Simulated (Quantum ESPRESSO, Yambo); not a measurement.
# A GW chain in Yambo: BaTiO3 (P4mm), part 2 of 3

How does a plane-wave GW calculation on BaTiO3 (P4mm) run from the first input to the gap?

Quantum ESPRESSO 7.5 and Yambo 5.3.0; PBE and many-body steps on it, plane waves. Known limits of the many-body steps: not at the basis limit; coarse k mesh.

So far. Step 2 (Ground state): The gap is indirect, with the least direct gap 0.33 eV higher.

### Step 3. Bands along the symmetry lines

Level of this step: DFT, PBE with spin-orbit coupling, plane waves, norm-conserving pseudopotentials (Quantum ESPRESSO).

Levels along a band path, at the cheap level, show where the edges lie and whether the meshes to come will hold them.

Contents of pw.in:

```
&control
  calculation = 'bands'
  prefix = 'x'
  outdir = 'o'
  pseudo_dir = 'pseudo'
/
&system
  ibrav = 0
  nat = 5
  ntyp = 3
  ecutwfc = 76.0
  nbnd = 52
  force_symmorphic = .true.
  noncolin = .true.
  lspinorb = .true.
/
&electrons
  conv_thr = 1e-9
  electron_maxstep = 80
  diago_full_acc = .true.
  diago_thr_init = 5e-6
/
ATOMIC_SPECIES
  Ba 137.33 Ba.upf
  Ti 47.867 Ti.upf
  O 15.999 O.upf
CELL_PARAMETERS angstrom
  3.9904800000 0.0000000000 0.0000000000
  0.0000000000 3.9904800000 0.0000000000
  0.0000000000 0.0000000000 4.0230300000
ATOMIC_POSITIONS crystal
  Ba 0.0000000000 0.0000000000 0.0000000000
  Ti 0.5000000000 0.5000000000 0.5220000000
  O 0.5000000000 0.5000000000 0.9790000000
  O 0.5000000000 0.0000000000 0.4880000000
  O 0.0000000000 0.5000000000 0.4880000000
K_POINTS crystal
  75
  0.00000000 0.00000000 0.00000000 1
  0.00000000 0.06250000 0.00000000 1
  0.00000000 0.12500000 0.00000000 1
  0.00000000 0.18750000 0.00000000 1
  0.00000000 0.25000000 0.00000000 1
  0.00000000 0.31250000 0.00000000 1
  0.00000000 0.37500000 0.00000000 1
  0.00000000 0.43750000 0.00000000 1
  0.00000000 0.50000000 0.00000000 1
  0.06250000 0.50000000 0.00000000 1
  0.12500000 0.50000000 0.00000000 1
  0.18750000 0.50000000 0.00000000 1
  0.25000000 0.50000000 0.00000000 1
  0.31250000 0.50000000 0.00000000 1
  0.37500000 0.50000000 0.00000000 1
  0.43750000 0.50000000 0.00000000 1
  0.50000000 0.50000000 0.00000000 1
  0.43750000 0.43750000 0.00000000 1
  0.37500000 0.37500000 0.00000000 1
  0.31250000 0.31250000 0.00000000 1
  0.25000000 0.25000000 0.00000000 1
  0.18750000 0.18750000 0.00000000 1
  0.12500000 0.12500000 0.00000000 1
  0.06250000 0.06250000 0.00000000 1
  0.00000000 0.00000000 0.00000000 1
  0.00000000 0.00000000 0.06250000 1
  0.00000000 0.00000000 0.12500000 1
  0.00000000 0.00000000 0.18750000 1
  0.00000000 0.00000000 0.25000000 1
  0.00000000 0.00000000 0.31250000 1
  0.00000000 0.00000000 0.37500000 1
  0.00000000 0.00000000 0.43750000 1
  0.00000000 0.00000000 0.50000000 1
  0.00000000 0.06250000 0.50000000 1
  0.00000000 0.12500000 0.50000000 1
  0.00000000 0.18750000 0.50000000 1
  0.00000000 0.25000000 0.50000000 1
  0.00000000 0.31250000 0.50000000 1
  0.00000000 0.37500000 0.50000000 1
  0.00000000 0.43750000 0.50000000 1
  0.00000000 0.50000000 0.50000000 1
  0.06250000 0.50000000 0.50000000 1
  0.12500000 0.50000000 0.50000000 1
  0.18750000 0.50000000 0.50000000 1
  0.25000000 0.50000000 0.50000000 1
  0.31250000 0.50000000 0.50000000 1
  0.37500000 0.50000000 0.50000000 1
  0.43750000 0.50000000 0.50000000 1
  0.50000000 0.50000000 0.50000000 1
  0.43750000 0.43750000 0.50000000 1
  0.37500000 0.37500000 0.50000000 1
  0.31250000 0.31250000 0.50000000 1
  0.25000000 0.25000000 0.50000000 1
  0.18750000 0.18750000 0.50000000 1
  0.12500000 0.12500000 0.50000000 1
  0.06250000 0.06250000 0.50000000 1
  0.00000000 0.00000000 0.50000000 1
  0.00000000 0.50000000 0.00000000 1
  0.00000000 0.50000000 0.06250000 1
  0.00000000 0.50000000 0.12500000 1
  0.00000000 0.50000000 0.18750000 1
  0.00000000 0.50000000 0.25000000 1
  0.00000000 0.50000000 0.31250000 1
  0.00000000 0.50000000 0.37500000 1
  0.00000000 0.50000000 0.43750000 1
  0.00000000 0.50000000 0.50000000 1
  0.50000000 0.50000000 0.00000000 1
  0.50000000 0.50000000 0.06250000 1
  0.50000000 0.50000000 0.12500000 1
  0.50000000 0.50000000 0.18750000 1
  0.50000000 0.50000000 0.25000000 1
  0.50000000 0.50000000 0.31250000 1
  0.50000000 0.50000000 0.37500000 1
  0.50000000 0.50000000 0.43750000 1
  0.50000000 0.50000000 0.50000000 1
```

Run with:

```console
OMP_NUM_THREADS=1 mpirun -n 8 pw.x -nk 8 -in pw.in > pw.out
```

Output:

```text
[banner, memory and clock lines left out]
Program PWSCF v.7.5 starts

     Atomic positions and unit cell read from directory:
     o/x.save/

     Message from routine setup:
     using ibrav=0 with symmetry is DISCOURAGED, use correct ibrav instead

     G-vector sticks info

     bravais-lattice index     =            0
     lattice parameter (alat)  =       7.5409  a.u.
     unit-cell volume          =     432.3148 (a.u.)^3
     number of atoms/cell      =            5
     number of atomic types    =            3
     number of electrons       =        40.00
     number of Kohn-Sham states=           52
     kinetic-energy cutoff     =      76.0000  Ry
     charge density cutoff     =     304.0000  Ry
     Exchange-correlation= PBE
                           (   1   4   3   4   0   0   0)
     Non magnetic calculation with spin-orbit

     celldm(1)=   7.540914  celldm(2)=   0.000000  celldm(3)=   0.000000
     celldm(4)=   0.000000  celldm(5)=   0.000000  celldm(6)=   0.000000

     crystal axes: (cart. coord. in units of alat)
               a(1) = (   1.000000   0.000000   0.000000 )
               a(2) = (   0.000000   1.000000   0.000000 )
               a(3) = (   0.000000   0.000000   1.008157 )

     reciprocal axes: (cart. coord. in units 2 pi/alat)
               b(1) = (  1.000000  0.000000  0.000000 )
               b(2) = (  0.000000  1.000000  0.000000 )
               b(3) = (  0.000000  0.000000  0.991909 )
     Pseudo is Norm-conserving + core correction, Zval = 10.0
     Generated using ONCVPSP code by D. R. Hamann
     Using radial grid of 1958 points, 10 beta functions with:
     Pseudo is Norm-conserving + core correction, Zval = 12.0
     Generated using ONCVPSP code by D. R. Hamann
     Using radial grid of 1586 points, 10 beta functions with:
     Pseudo is Norm-conserving + core correction, Zval =  6.0
     Generated using ONCVPSP code by D. R. Hamann
     Using radial grid of  936 points,  8 beta functions with:
     Ba               10.00   137.33000     Ba( 1.00)
     Ti               12.00    47.86700     Ti( 1.00)
     O                 6.00    15.99900     O ( 1.00)

      8 Sym. Ops. (no inversion) found

   Cartesian axes

     site n.     atom                  positions (alat units)
         1        Ba     tau(   1) = (   0.0000000   0.0000000   0.0000000  )
         2        Ti     tau(   2) = (   0.5000000   0.5000000   0.5262579  )
         3        O      tau(   3) = (   0.5000000   0.5000000   0.9869856  )
         4        O      tau(   4) = (   0.5000000   0.0000000   0.4919806  )
         5        O      tau(   5) = (   0.0000000   0.5000000   0.4919806  )

     number of k points=    75
                       cart. coord. in units 2pi/alat
        k(    1) = (   0.0000000   0.0000000   0.0000000), wk =   0.0133333
        k(    2) = (   0.0000000   0.0625000   0.0000000), wk =   0.0133333
        k(    3) = (   0.0000000   0.1250000   0.0000000), wk =   0.0133333
[...]
[... 63 further rows ...]
        k(   74) = (   0.5000000   0.5000000   0.4339602), wk =   0.0133333
        k(   75) = (   0.5000000   0.5000000   0.4959545), wk =   0.0133333

     Dense  grid:    38715 G-vectors     FFT dimensions: (  45,  45,  45)

     The potential is recalculated from file :
     o/x.save/charge-density

     Starting wfcs are   54 randomized atomic wfcs

     Band Structure Calculation

     End of band structure calculation

          k = 0.0000 0.0000 0.0000 (  4865 PWs)   bands (ev):

   -45.9780 -45.9780 -22.6814 -22.6814 -22.0473 -22.0473 -21.9997 -21.9997
   -14.3260 -14.3260  -6.4050  -6.4050  -5.7841  -5.7841  -5.6634  -5.6634
    -0.8610  -0.8610   1.0536   1.0536   1.0538   1.0538   8.0003   8.0003
[...]
14.8213  14.8213  15.4528  15.4539

          k = 0.0000 0.0625 0.0000 (  4869 PWs)   bands (ev):

[...]
14.8650  14.8683  15.5301  15.5307

          k = 0.0000 0.1250 0.0000 (  4855 PWs)   bands (ev):

[...]
15.1081  15.1145  15.7534  15.7546

[...]
k = 0.5000 0.5000 0.4340 (  4804 PWs)   bands (ev):

[...]
17.3025  17.3026  17.3597  17.3597

          k = 0.5000 0.5000 0.4960 (  4800 PWs)   bands (ev):

[...]
8.2168   8.2168  10.3157  10.3157  10.3266  10.3266  10.4978  10.4978
    14.7439  14.7439  14.7538  14.7538  14.7645  14.7645  16.9702  16.9702
    17.2072  17.2072  17.2631  17.2631

     XML data file, pseudopotentials, collected wavefunctions
```

It took 76 s on 8 MPI ranks of Arm Neoverse N1, shared host; peak memory 0.89 GiB; 9.1 min of CPU time.

This step gave:

```yaml
gap: 1.851 eV
k_of_the_valence_top: 0.5, 0.5, 0.5
k_of_the_conduction_bottom: 0, 0, 0
least_direct_gap: 2.177 eV
```

The gap is 1.851 eV, as in the run before at this level.

The electronic bands at the labelled points (eV, zero at the top of the highest filled band):

```
    point  band 37  band 38  band 39  band 40  band 41  band 42  band 43  band 44
        Γ    -0.36    -0.36    -0.33    -0.33     1.85     1.85     2.21     2.21
  halfway    -0.82    -0.81    -0.67    -0.65     2.27     2.27     2.80     2.81
        X    -1.13    -1.13    -0.97    -0.97     2.34     2.34     3.57     3.57
  halfway    -1.13    -1.10    -0.50    -0.50     2.89     2.91     3.64     3.65
        M    -1.01    -1.01    -0.07    -0.07     3.65     3.65     3.67     3.67
  halfway    -0.94    -0.93    -0.51    -0.50     2.75     2.77     2.98     2.98
        Γ    -0.36    -0.36    -0.33    -0.33     1.85     1.85     2.21     2.21
  halfway    -0.57    -0.57    -0.52    -0.52     1.93     1.93     2.98     2.98
        Z    -0.73    -0.73    -0.69    -0.69     2.00     2.00     3.67     3.67
  halfway    -1.11    -1.09    -0.67    -0.66     2.87     2.87     3.68     3.68
        R    -0.83    -0.83    -0.25    -0.25     3.60     3.60     3.70     3.70
  halfway    -0.52    -0.52    -0.21    -0.21     3.89     3.90     3.91     3.92
        A    -0.17    -0.17     0.00     0.00     4.25     4.25     4.26     4.26
  halfway    -0.72    -0.72    -0.66    -0.65     3.36     3.36     3.80     3.80
        Z    -0.73    -0.73    -0.69    -0.69     2.00     2.00     3.67     3.67
jump to X    -1.13    -1.13    -0.97    -0.97     2.34     2.34     3.57     3.57
  halfway    -1.21    -1.21    -0.64    -0.64     3.05     3.05     3.59     3.59
        R    -0.83    -0.83    -0.25    -0.25     3.60     3.60     3.70     3.70
jump to M    -1.01    -1.01    -0.07    -0.07     3.65     3.65     3.67     3.67
  halfway    -0.70    -0.70    -0.04    -0.04     3.94     3.94     3.94     3.94
        A    -0.17    -0.17     0.00     0.00     4.25     4.25     4.26     4.26
```

### Step 4. Empty states on the mesh, 4×4×4 mesh, 228 bands

The sums over transitions need many empty states on a uniform mesh; this step solves for them.

Contents of pw.in:

```
&control
  calculation = 'nscf'
  prefix = 'x'
  outdir = 'o'
  pseudo_dir = 'pseudo'
/
&system
  ibrav = 0
  nat = 5
  ntyp = 3
  ecutwfc = 76.0
  nbnd = 228
  force_symmorphic = .true.
  noncolin = .true.
  lspinorb = .true.
/
&electrons
  conv_thr = 1e-9
  electron_maxstep = 80
  diago_full_acc = .true.
  diago_thr_init = 5e-6
/
ATOMIC_SPECIES
  Ba 137.33 Ba.upf
  Ti 47.867 Ti.upf
  O 15.999 O.upf
CELL_PARAMETERS angstrom
  3.9904800000 0.0000000000 0.0000000000
  0.0000000000 3.9904800000 0.0000000000
  0.0000000000 0.0000000000 4.0230300000
ATOMIC_POSITIONS crystal
  Ba 0.0000000000 0.0000000000 0.0000000000
  Ti 0.5000000000 0.5000000000 0.5220000000
  O 0.5000000000 0.5000000000 0.9790000000
  O 0.5000000000 0.0000000000 0.4880000000
  O 0.0000000000 0.5000000000 0.4880000000
K_POINTS automatic
  4 4 4 0 0 0
```

Run with:

```console
OMP_NUM_THREADS=1 mpirun -n 8 pw.x -nk 4 -in pw.in > pw.out
```

Output:

```text
[banner, memory and clock lines left out]
Program PWSCF v.7.5 starts

     Atomic positions and unit cell read from directory:
     o/x.save/

     Message from routine setup:
     using ibrav=0 with symmetry is DISCOURAGED, use correct ibrav instead

     bravais-lattice index     =            0
     lattice parameter (alat)  =       7.5409  a.u.
     unit-cell volume          =     432.3148 (a.u.)^3
     number of atoms/cell      =            5
     number of atomic types    =            3
     number of electrons       =        40.00
     number of Kohn-Sham states=          228
     kinetic-energy cutoff     =      76.0000  Ry
     charge density cutoff     =     304.0000  Ry
     Exchange-correlation= PBE
                           (   1   4   3   4   0   0   0)
     Non magnetic calculation with spin-orbit

     celldm(1)=   7.540914  celldm(2)=   0.000000  celldm(3)=   0.000000
     celldm(4)=   0.000000  celldm(5)=   0.000000  celldm(6)=   0.000000

     crystal axes: (cart. coord. in units of alat)
               a(1) = (   1.000000   0.000000   0.000000 )
               a(2) = (   0.000000   1.000000   0.000000 )
               a(3) = (   0.000000   0.000000   1.008157 )

     reciprocal axes: (cart. coord. in units 2 pi/alat)
               b(1) = (  1.000000  0.000000  0.000000 )
               b(2) = (  0.000000  1.000000  0.000000 )
               b(3) = (  0.000000  0.000000  0.991909 )
     Pseudo is Norm-conserving + core correction, Zval = 10.0
     Generated using ONCVPSP code by D. R. Hamann
     Using radial grid of 1958 points, 10 beta functions with:
     Pseudo is Norm-conserving + core correction, Zval = 12.0
     Generated using ONCVPSP code by D. R. Hamann
     Using radial grid of 1586 points, 10 beta functions with:
     Pseudo is Norm-conserving + core correction, Zval =  6.0
     Generated using ONCVPSP code by D. R. Hamann
     Using radial grid of  936 points,  8 beta functions with:
     Ba               10.00   137.33000     Ba( 1.00)
     Ti               12.00    47.86700     Ti( 1.00)
     O                 6.00    15.99900     O ( 1.00)

      8 Sym. Ops. (no inversion) found

   Cartesian axes

     site n.     atom                  positions (alat units)
         1        Ba     tau(   1) = (   0.0000000   0.0000000   0.0000000  )
         2        Ti     tau(   2) = (   0.5000000   0.5000000   0.5262579  )
         3        O      tau(   3) = (   0.5000000   0.5000000   0.9869856  )
         4        O      tau(   4) = (   0.5000000   0.0000000   0.4919806  )
         5        O      tau(   5) = (   0.0000000   0.5000000   0.4919806  )

     number of k points=    18
                       cart. coord. in units 2pi/alat
        k(    1) = (   0.0000000   0.0000000   0.0000000), wk =   0.0156250
        k(    2) = (   0.0000000   0.0000000   0.2479773), wk =   0.0312500
        k(    3) = (   0.0000000   0.0000000  -0.4959545), wk =   0.0156250
[...]
[... 6 further rows ...]
        k(   17) = (  -0.5000000  -0.5000000   0.2479773), wk =   0.0312500
        k(   18) = (  -0.5000000  -0.5000000  -0.4959545), wk =   0.0156250

     Dense  grid:    38715 G-vectors     FFT dimensions: (  45,  45,  45)

     The potential is recalculated from file :
     o/x.save/charge-density

     Starting wfcs are   54 randomized atomic wfcs +  174 random wfcs

     Band Structure Calculation

     End of band structure calculation

          k = 0.0000 0.0000 0.0000 (  4865 PWs)   bands (ev):

   -45.9780 -45.9780 -22.6814 -22.6814 -22.0473 -22.0473 -21.9997 -21.9997
   -14.3260 -14.3260  -6.4050  -6.4050  -5.7841  -5.7841  -5.6634  -5.6634
    -0.8610  -0.8610   1.0536   1.0536   1.0538   1.0538   8.0003   8.0003
[...]
[... 17 further rows ...]
[...]
78.3387  78.3387  78.3882  78.3882

          k = 0.0000 0.0000 0.2480 (  4849 PWs)   bands (ev):

[...]
[... 17 further rows ...]
[...]
76.4666  76.4666  77.2601  77.2601

          k = 0.0000 0.0000-0.4960 (  4846 PWs)   bands (ev):

[...]
27.7703  27.7703  29.4060  29.4060  29.5037  29.5037  30.5192  30.5192
     [... 17 further rows ...]
    72.1697  72.1697  72.1798  72.1798  73.6394  73.6394  75.3494  75.3494
    75.3658  75.3659  75.6668  75.6668

          k = 0.0000 0.2500 0.0000 (  4821 PWs)   bands (ev):

     [... further k-points ...]

     highest occupied, lowest unoccupied level (ev):    10.4978   12.3486

     XML data file, pseudopotentials, collected wavefunctions
```

Wall time 2.3 min (8 MPI ranks); peak memory 1.2 GiB.

This step gave:

* gap: 1.851 eV
* k of the valence top: -0.5, -0.5, -0.5
* k of the conduction bottom: 0, 0, 0
* least direct gap: 2.177 eV
* k points computed: 18
* lowest point of the top converged band, above the valence top: 63.3697 eV

On this mesh the gap is 1.851 eV.

(Part 2 of 3 ends here.)

[Paths, hosts, dates, memory and timing lines, banners, echoed tables and standing remarks are left out of the program output.]

[Logs are printed without paths, hosts, clocks, repeated set-up lines and the standing remarks that a program may print on its own settings, such as how far it seeks lower states.]

[Runs of the session that timed out or met a known fault of the program may be left out.]

[Hosts, paths, dates, database ids (printed as entryN), source tags and the programs' standing remarks are cut or masked in the printed files.]
